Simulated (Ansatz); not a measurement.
**How many bands does the GW gap of KBr (Fm-3m) need?**

Aim: see how the G0W0 gap of KBr (Fm-3m) on PBE moves with empty bands and screening cutoff, and what each rung costs.

Main program and level: Ansatz 0.2.0; G0W0 on PBE, plane waves, PAW.

## Step 1: Starting point

The structure is cubic, space group Fm-3m (No. 225). Conventional cell: a = 6.600 Å, b = 6.600 Å, c = 6.600 Å, α = 90.00°, β = 90.00°, γ = 90.00°. K has 6 Br at 3.30 Å nearest. Br has 6 K at 3.30 Å nearest. Farther neighbours and most contacts between anions are not listed.

The cell and positions come from the Crystallography Open Database and are kept as given unless a step says otherwise. The default PAW set here is soft_2. Its files were made with PBE.

## Step 2: 75 empty bands, screening to 60 eV

G0W0 replaces the xc potential by the self-energy, built once from these orbitals. Only a window of levels is corrected, while the sums run over the empty bands that the input names.

input.yaml reads:

```yaml
crystal:
  lattice:
    - [0.0, 3.3, 3.3]
    - [3.3, 0.0, 3.3]
    - [3.3, 3.3, 0.0]
  atoms:
    - { symbol: K, position: [0.0, 0.0, 0.0] }
    - { symbol: Br, position: [0.5, 0.5, 0.5] }
kpoints:
  mp_grid: { grid: [4, 4, 4] }
hamiltonian:
  xc: pbe
scf:
  occupations: { method: fixed }
gw:
  n_empty_bands: 75
  ecut_chi: 60
  qp_bands: [v2, c2]
  qp_kpoints: band_edges
  screening: { model: contour_deformation }
```

The run is started by

```
> ansatz run input.yaml --threads 3 --pin off --max-ram 92160MiB --backend cuda --events-out ev --progress --plain --runs-dir out --devices 1 --max-vram 13GiB
```

Numbers of over 12 decimals in the logs are rounded to 6 here.

Output:

```text
GPUs: using 1 of 1 available (devices: 1).
Engine: ansatz 0.2.0, x86_64-unknown-linux-gnu
Pseudopotentials: kind: paw
Pseudopotential: K, paw, valence charge 9, recommended cutoff 420 eV (normal), K.paw.azcp
Pseudopotential: Br, paw, valence charge 7, recommended cutoff 420 eV (normal), Br.paw.azcp
Functional definition: PBE
  parameter kappa = 0.804
  parameter beta = 0.066725
  exchange = pbe_x(kappa = kappa, mu = beta*pi^2/3)
  correlation = pbe_c(beta = beta)
device memory: the entry about to start is reckoned to put 0.9 GiB on a device that reports 45.5 GiB free (of which the cap on the GPU budget leaves the run 13.0 GiB)
GPU FFT provider: cuFFT
GPU libraries: cuBLAS 13.8.2, cuFFT 12.4.0, cuSOLVER 12.3.4
Crystal: 2 atoms, lattice volume = 71.874 Å³
Basis set: ecut = 420 eV, 1411 PW (Γ)
Bands: 12, of which v1, the nominal top of the filled ones, is band 8 counted from 1 (7 counted from 0)
Symmetry: 48 space group operations
Space group: Fm-3m (ITA 225), of the structure as read, at distance tolerance 4.2e-5 Å
k-points: 8 of 64
Non-local potential: K, projectors of the file, l = 0: 3, l = 1: 2, l = 2: 2
Non-local potential: Br, projectors of the file, l = 0: 2, l = 1: 2, l = 2: 2
PAW form: soft (Blöchl's): semilocal exchange-correlation on the pseudo side does not see the compensation charge
PAW one-centre angular grid: K, 110 points (default); XC on 64 Gauss nodes
PAW one-centre angular grid: Br, 110 points (default); XC on 64 Gauss nodes
Initial density: superposition of atomic densities (neutral atoms: chi_scale 0, normalization atom), corrected by the library's trained network
Initial wavefunctions: pseudopotential atomic-orbital guess
GPU buffer pool allocated for 32768 grid points (all kernels)
GPU transforms: local potential and band sums: pruned to the plane-wave sphere, on 32×32×32
Functional: x = pbe(κ = 0.804, μ = 0.219515), c = pbe(β = 0.066725)
SCF iter   1: F=—  HF=-4324.496265 eV  |F-HF|=—  |Δ(HF+E_count)|=         —  Δρ=1.75e-4  dr2=1.22e-5  ethr=1.77e-3  ⟨swp⟩=5.2  Hψ=526  notcnv=0  defer=13
preconditioner: auto → none  [insulator: Δε(μ)=4.426 eV  Ē_g=14.776 eV  n_scr=14 (ndim 8)  ℏωp=16.4 eV  f_vac=0.056  ε∞_Penn≈2.2]
SCF iter   2: F=—  HF=-4324.496181 eV  |F-HF|=—  |Δ(HF+E_count)|=   8.42e-5  Δρ=2.03e-4  dr2=5.19e-5  ethr=7.62e-8  ⟨swp⟩=3.4  Hψ=311  notcnv=0  defer=16
SCF iter   3: F=—  HF=-4324.496172 eV  |F-HF|=—  |Δ(HF+E_count)|=   9.17e-6  Δρ=6.65e-5  dr2=4.02e-6  ethr=7.62e-8  ⟨swp⟩=2.0  Hψ=152  notcnv=0  defer=16
SCF iter   4: F=—  HF=-4324.496178 eV  |F-HF|=—  |Δ(HF+E_count)|=   6.28e-6  Δρ=3.30e-5  dr2=1.23e-6  ethr=2.51e-8  ⟨swp⟩=2.0  Hψ=152  notcnv=0  defer=16
SCF iter   5: F=—  HF=-4324.496178 eV  |F-HF|=—  |Δ(HF+E_count)|=   6.30e-8  Δρ=1.32e-5  dr2=2.06e-7  ethr=7.67e-9  ⟨swp⟩=2.0  Hψ=120  notcnv=0  defer=16
SCF iter   6: F=-4324.496178 eV  HF=-4324.496178 eV  |F-HF|=1.43e-8  |Δ(HF+E_count)|=   5.30e-8  Δρ=3.82e-6  dr2=1.70e-8  ethr=6.25e-10  ⟨swp⟩=6.6  Hψ=410  notcnv=0
SCF 1 converged in 6 iterations: F = -4324.496178 eV  dr2 = 1.70e-8
  greatest PAW one-centre occupation: 0.987 electrons in one spin orbital (limit 2), on the K atom at site 0 (counted from 0), in its partial waves of l = 0
device memory: the entry about to start is reckoned to put 1.2 GiB on a device that reports 45.3 GiB free (of which the cap on the GPU budget leaves the run 13.0 GiB)
NSCF: frozen V_eff on 8 k-points
the band table was solved once the SCF had ended and its energy, with any forces and stress, was formed, with the checks that follow a solve (680 applications of the Hamiltonian). They found nothing against the state; the energy, forces and stress were not computed again (output.eigenvalues in the input reference)
device memory: the entry about to start is reckoned to put 2.2 GiB on a device that reports 45.1 GiB free (of which the cap on the GPU budget leaves the run 13.0 GiB)
NSCF: frozen V_eff on 8 k-points
G₀W₀ screening: q 1/8
[... further progress lines ...]
device memory: the entry about to start is reckoned to put 0.3 GiB on a device that reports 45.4 GiB free (of which the cap on the GPU budget leaves the run 13.0 GiB)
NSCF: frozen V_eff on 1 k-points
SCF converged after 6 iterations
Free energy (F): -4324.496178 eV
Harris-Foulkes:  -4324.496178 eV  (|F-HF|=1.43e-8)
Internal energy: -4324.496178 eV  (E = F + TS)
E sigma→0 (E₀):  -4324.496178 eV
Fermi energy:    1.069751 eV
--- Per-component energies (eV) ---
  E_band       = -133.506746
  E_kinetic    = 388.477015
  E_local      = -838.841777  (includes V_loc(G=0)·N_el)
  E_nonlocal   = 82.863896
  E_hartree    = 272.003665
  E_xc         = -400.627802
  E_vxc        = -269.648545  (∫ρ·V_xc dr)
  E_paw        = -3028.385325  (= ΣΔE_a)
  E_vpaw       = -40.364180  (= ΣTr[D̂ρ^β])
  E_aug_tail   = -0.000004  (compensation charges beyond the density's cutoff)
  E_ewald      = -799.985846
  E_smearing   = -0.000000  (= −TS)
  E_closure    = -0.000000  (closes the sum)
  Σ components = -4324.496178   (vs F -4324.496178, Δ=0.00e0)
--- Band table (eV; the first three rows and the last of 8) ---
  k-point 0: bands = [... 4 lower, -10.1843, 1.0698, 1.0698, 1.0698, 5.5050, 8.6736, 8.6736, 8.6736]
  k-point 1: bands = [... 4 lower, -10.0522, 0.3989, 0.8962, 0.8962, 6.7570, 8.5566, 9.3724, 9.3724]
  k-point 2: bands = [... 4 lower, -9.9357, -0.1081, 0.7362, 0.7362, 7.6587, 9.3032, 10.8050, 10.8050]
  k-point 7: bands = [... 4 lower, -10.0884, 0.4832, 0.4832, 0.5329, 8.4558, 8.4558, 9.3300, 10.0633]
--- G₀W₀: contour deformation, 5 samples at zero and on the imaginary axis and 2 off it, 64 q-points, 75 empty bands' worth ---
  eigenvalues of the whole cell's RPA ε∞ on this k-mesh (on a slab, of 1 + 4πα/V) = 2.3718, 2.3718, 2.3718; static W/v taken at q = 0 is 0.421624
  gw.qp_kpoints: band_edges: 8 of 8 stored k-points solved, in 1 pass; an edge of the gap read off the rows below is read off those points alone
    ik  band        ε_KS         Σx   Σc(E_QP)       V_xc       Z   E_QP_lin       E_QP  E_QP is
     0     7      1.0698   -19.4660     2.3553   -15.5675  0.8083    -0.5046    -0.4733  root
     0     8      1.0698   -19.4660     2.3553   -15.5675  0.8083    -0.5046    -0.4733  root
     0     9      5.5050    -4.2690    -2.9119    -7.8620  0.8604     6.1899     6.1861  root
     0    10      8.6736    -4.0613    -3.2258    -8.7418  0.8508    10.1513    10.1283  root
     1     7      0.8962   -19.1441     2.3672   -15.2047  0.8072    -0.7094    -0.6760  root
     1     8      0.8962   -19.1441     2.3672   -15.2047  0.8072    -0.7094    -0.6760  root
     1     9      6.7570    -4.8953    -2.9466    -8.6363  0.8538     7.5571     7.5513  root
     1    10      8.5566    -4.2302    -3.1499    -8.5939  0.8473     9.7871     9.7704  root
     2     7      0.7362   -18.8863     2.3870   -14.8992  0.8059    -0.8997    -0.8638  root
     2     8      0.7362   -18.8863     2.3870   -14.8992  0.8059    -0.8997    -0.8638  root
     2     9      7.6587    -3.7575    -2.9302    -7.4140  0.8543     8.3901     8.3850  root
     2    10      9.3032    -5.6959    -3.3417   -10.3870  0.8325    10.6789    10.6525  root
     3     7      0.9078   -19.2360     2.3760   -15.2794  0.8075    -0.7065    -0.6727  root
     3     8      0.9078   -19.2360     2.3760   -15.2794  0.8075    -0.7065    -0.6727  root
     3     9      6.9709    -4.9582    -3.0204    -8.8629  0.8529     7.8625     7.8552  root
     3    10      7.6016    -3.4104    -3.0247    -7.5307  0.8554     8.7089     8.6971  root
     4     7      0.6073   -18.7333     2.4058   -14.6876  0.8058    -1.0711    -1.0326  root
     4     8      0.7602   -19.0127     2.3960   -15.0109  0.8063    -0.8816    -0.8457  root
     4     9      7.7249    -3.7340    -3.0044    -7.7379  0.8534     8.7344     8.7244  root
     4    10      8.6410    -5.0573    -3.1898    -9.3377  0.8432     9.7455     9.7316  root
     5     7      0.6674   -18.8161     2.3954   -14.7877  0.8066    -1.0032    -0.9656  root
     5     8      0.7483   -18.9241     2.3877   -14.9381  0.8059    -0.8857    -0.8500  root
     5     9      7.9611    -4.9465    -3.0698    -8.9625  0.8475     8.9168     8.9073  root
     5    10      8.5337    -4.2013    -3.1023    -8.4222  0.8467     9.6664     9.6522  root
     6     7      0.7846   -19.1414     2.4058   -15.1236  0.8067    -0.8633    -0.8273  root
     6     8      0.7846   -19.1414     2.4058   -15.1236  0.8067    -0.8633    -0.8273  root
     6     9      6.9357    -3.2571    -2.9159    -7.1448  0.8583     7.9161     7.9075  root
     6    10      8.2706    -4.3493    -3.2092    -8.5692  0.8533     9.2912     9.2812  root
     7     7      0.4832   -18.6170     2.4312   -14.5097  0.8055    -1.2339    -1.1929  root
     7     8      0.5329   -18.5711     2.4059   -14.5149  0.8047    -1.1571    -1.1174  root
     7     9      8.4558    -4.2249    -3.1030    -8.4629  0.8469     9.6053     9.5908  root
     7    10      8.4558    -4.2249    -3.1030    -8.4629  0.8469     9.6053     9.5908  root
```

Run time: 7.4 s. Hardware: 1 × NVIDIA H100 80GB HBM3 (shared by 6 runs) with 3 threads of AMD EPYC 7R13 (Zen 3), shared host; peak memory 0.98 GiB; 6.3 s of CPU time.

This step gave:

| Property | Result |
| --- | --- |
| bands summed | 83 |
| RPA ε∞ on this mesh (eigenvalues) | 2.372, 2.372, 2.372 |
| plane waves in the screening matrix | 65 |
| q-points in the mesh | 64 |
| G0W0 gap on the mesh | 6.659 eV |
| k of the valence top | 0, 0, 0 |
| k of the conduction bottom | 0, 0, 0 |
| starting gap on the mesh | 4.435 eV |
| Z at the valence top | 0.8083 |
| Z at the conduction bottom | 0.8604 |
| least direct G0W0 gap on the computed points | 6.659 eV |

The gap on the mesh goes from 4.44 eV to 6.66 eV, a correction of +2.22 eV. Between the two edge states, bare exchange in place of the xc potential would open the gap by 7.49 eV, and correlation takes back 5.27 eV.

## Step 3: 214 empty bands, screening to 120 eV

Another rung: the empty bands reach about as high as the screening cutoff, so the two stay in balance.

Changes to input.yaml since step 2:

```diff
@@ -15,4 +15,4 @@
 gw:
-  n_empty_bands: 75
-  ecut_chi: 60
+  n_empty_bands: 214
+  ecut_chi: 120
   qp_bands: [v2, c2]
```

Output:

```text
GPUs: using 1 of 1 available (devices: 1).
[...]
GPU FFT provider: cuFFT
GPU libraries: cuBLAS 13.8.2, cuFFT 12.4.0, cuSOLVER 12.3.4
Crystal: 2 atoms, lattice volume = 71.874 Å³
Basis set: ecut = 420 eV, 1411 PW (Γ)
Bands: 12, of which v1, the nominal top of the filled ones, is band 8 counted from 1 (7 counted from 0)
Symmetry: 48 space group operations
[...]
k-points: 8 of 64
[...]
GPU buffer pool allocated for 32768 grid points (all kernels)
[...]
SCF iter   1: F=—  HF=-4324.496265 eV  |F-HF|=—  |Δ(HF+E_count)|=         —  Δρ=1.75e-4  dr2=1.22e-5  ethr=1.77e-3  ⟨swp⟩=5.2  Hψ=526  notcnv=0  defer=13
[...]
SCF iter   6: F=-4324.496178 eV  HF=-4324.496178 eV  |F-HF|=1.43e-8  |Δ(HF+E_count)|=   5.30e-8  Δρ=3.82e-6  dr2=1.70e-8  ethr=6.25e-10  ⟨swp⟩=6.6  Hψ=410  notcnv=0
SCF 1 converged in 6 iterations: F = -4324.496178 eV  dr2 = 1.70e-8
[...]
NSCF: frozen V_eff on 8 k-points
[...]
G₀W₀ screening: q 1/8
[... further progress lines ...]
[...]
SCF converged after 6 iterations
Free energy (F): -4324.496178 eV
[...]
Internal energy: -4324.496178 eV  (E = F + TS)
E sigma→0 (E₀):  -4324.496178 eV
Fermi energy:    1.069751 eV
[...]
--- Band table (eV; the first three rows and the last of 8) ---
  k-point 0: bands = [... 4 lower, -10.1843, 1.0698, 1.0698, 1.0698, 5.5050, 8.6736, 8.6736, 8.6736]
  k-point 1: bands = [... 4 lower, -10.0522, 0.3989, 0.8962, 0.8962, 6.7570, 8.5566, 9.3724, 9.3724]
  k-point 2: bands = [... 4 lower, -9.9357, -0.1081, 0.7362, 0.7362, 7.6587, 9.3032, 10.8050, 10.8050]
  k-point 7: bands = [... 4 lower, -10.0884, 0.4832, 0.4832, 0.5329, 8.4558, 8.4558, 9.3300, 10.0633]
[...]
bands read: the sum over 222 bands ends inside a degenerate multiplet in 3 slots, whose members it reads at an even weight; the widest, k=3: bands 222 to 223 (counted from 1) at 1/2 each
[...]
0     7      1.0698   -19.4660     2.0146   -15.5675  0.8032    -0.8628    -0.8141  root
     0     8      1.0698   -19.4660     2.0146   -15.5675  0.8032    -0.8628    -0.8141  root
     0     9      5.5050    -4.2690    -2.9803    -7.8620  0.8596     6.1208     6.1178  root
     0    10      8.6736    -4.0613    -3.3709    -8.7418  0.8493    10.0015     9.9832  root
     1     7      0.8962   -19.1441     2.0396   -15.2047  0.8023    -1.0549    -1.0036  root
     1     8      0.8962   -19.1441     2.0396   -15.2047  0.8023    -1.0549    -1.0036  root
     1     9      6.7570    -4.8953    -3.0577    -8.6363  0.8525     7.4445     7.4403  root
     1    10      8.5566    -4.2302    -3.2977    -8.5939  0.8459     9.6351     9.6226  root
[...]
7     7      0.4832   -18.6170     2.1341   -14.5097  0.8009    -1.5497    -1.4900  root
     7     8      0.5329   -18.5711     2.1059   -14.5149  0.8002    -1.4757    -1.4175  root
     7     9      8.4558    -4.2249    -3.2509    -8.4629  0.8455     9.4537     9.4429  root
     7    10      8.4558    -4.2249    -3.2509    -8.4629  0.8455     9.4537     9.4429  root
```

The job ended after 12 s (1 × NVIDIA H100 80GB HBM3 (shared by 6 runs) with 3 threads; peak memory 1.1 GiB).

This step gave:

| Quantity | Value |
| --- | --- |
| bands summed | 222 |
| RPA ε∞ on this mesh (eigenvalues) | 2.365, 2.365, 2.365 |
| plane waves in the screening matrix | 181 |
| q-points in the mesh | 64 |
| G0W0 gap on the mesh | 6.932 eV |
| k of the valence top | 0, 0, 0 |
| k of the conduction bottom | 0, 0, 0 |
| starting gap on the mesh | 4.435 eV |
| Z at the valence top | 0.8032 |
| Z at the conduction bottom | 0.8596 |
| least direct G0W0 gap on the computed points | 6.932 eV |

Against the run with 4×4×4 mesh, 75 empty bands, screening to 60 eV, the gap moves by +0.27 eV.

## Step 4: 461 empty bands, screening to 200 eV

Changes to input.yaml since step 3:

```diff
@@ -15,4 +15,4 @@
 gw:
-  n_empty_bands: 214
-  ecut_chi: 120
+  n_empty_bands: 461
+  ecut_chi: 200.0
   qp_bands: [v2, c2]
```

Output:

```text
GPUs: using 1 of 1 available (devices: 1).
[...]
GPU FFT provider: cuFFT
GPU libraries: cuBLAS 13.8.2, cuFFT 12.4.0, cuSOLVER 12.3.4
Crystal: 2 atoms, lattice volume = 71.874 Å³
Basis set: ecut = 420 eV, 1411 PW (Γ)
Bands: 12, of which v1, the nominal top of the filled ones, is band 8 counted from 1 (7 counted from 0)
Symmetry: 48 space group operations
[...]
k-points: 8 of 64
[...]
1    10      8.5566    -4.2302    -3.3657    -8.5939  0.8454     9.5655     9.5546  root
[...]
7     7      0.4832   -18.6170     1.9898   -14.5097  0.8000    -1.7051    -1.6343  root
     7     8      0.5329   -18.5711     1.9615   -14.5149  0.7993    -1.6309    -1.5618  root
     7     9      8.4558    -4.2249    -3.3191    -8.4629  0.8450     9.3840     9.3747  root
     7    10      8.4558    -4.2249    -3.3191    -8.4629  0.8450     9.3840     9.3747  root
[key lines of the parts left out:]
SCF converged after 6 iterations
Free energy (F): -4324.496178 eV
Fermi energy:    1.069751 eV
```

The job ended after 17 s (1 × NVIDIA H100 80GB HBM3 (shared by 6 runs) with 3 threads; peak memory 1.4 GiB; 12 s of CPU time).

This step gave:

```
bands summed                                 : 469
RPA ε∞ on this mesh (eigenvalues)            : 2.364, 2.364, 2.364
plane waves in the screening matrix          : 459
G0W0 gap on the mesh                         : 7.050 eV
k of the valence top                         : 0, 0, 0
k of the conduction bottom                   : 0, 0, 0
starting gap on the mesh                     : 4.435 eV
least direct G0W0 gap on the computed points : 7.050 eV
```

Against the run with 4×4×4 mesh, 214 empty bands, screening to 120 eV, the gap moves by +0.12 eV.

(Continued in part 2 of 2.)

[Paths, hosts, dates, memory and timing lines, banners, echoed tables and standing remarks are left out of the program output.]

[Logs are printed without paths, hosts, clocks, repeated set-up lines and the standing remarks that a program may print on its own settings, such as how far it seeks lower states.]

[Runs of the session that timed out or met a known fault of the program may be left out.]

[Cells called generated may have been cut or substituted from an entry of the Crystallography Open Database or the Materials Project.]

[Hosts, paths, dates, database ids (printed as entryN), source tags and the programs' standing remarks are cut or masked in the printed files.]
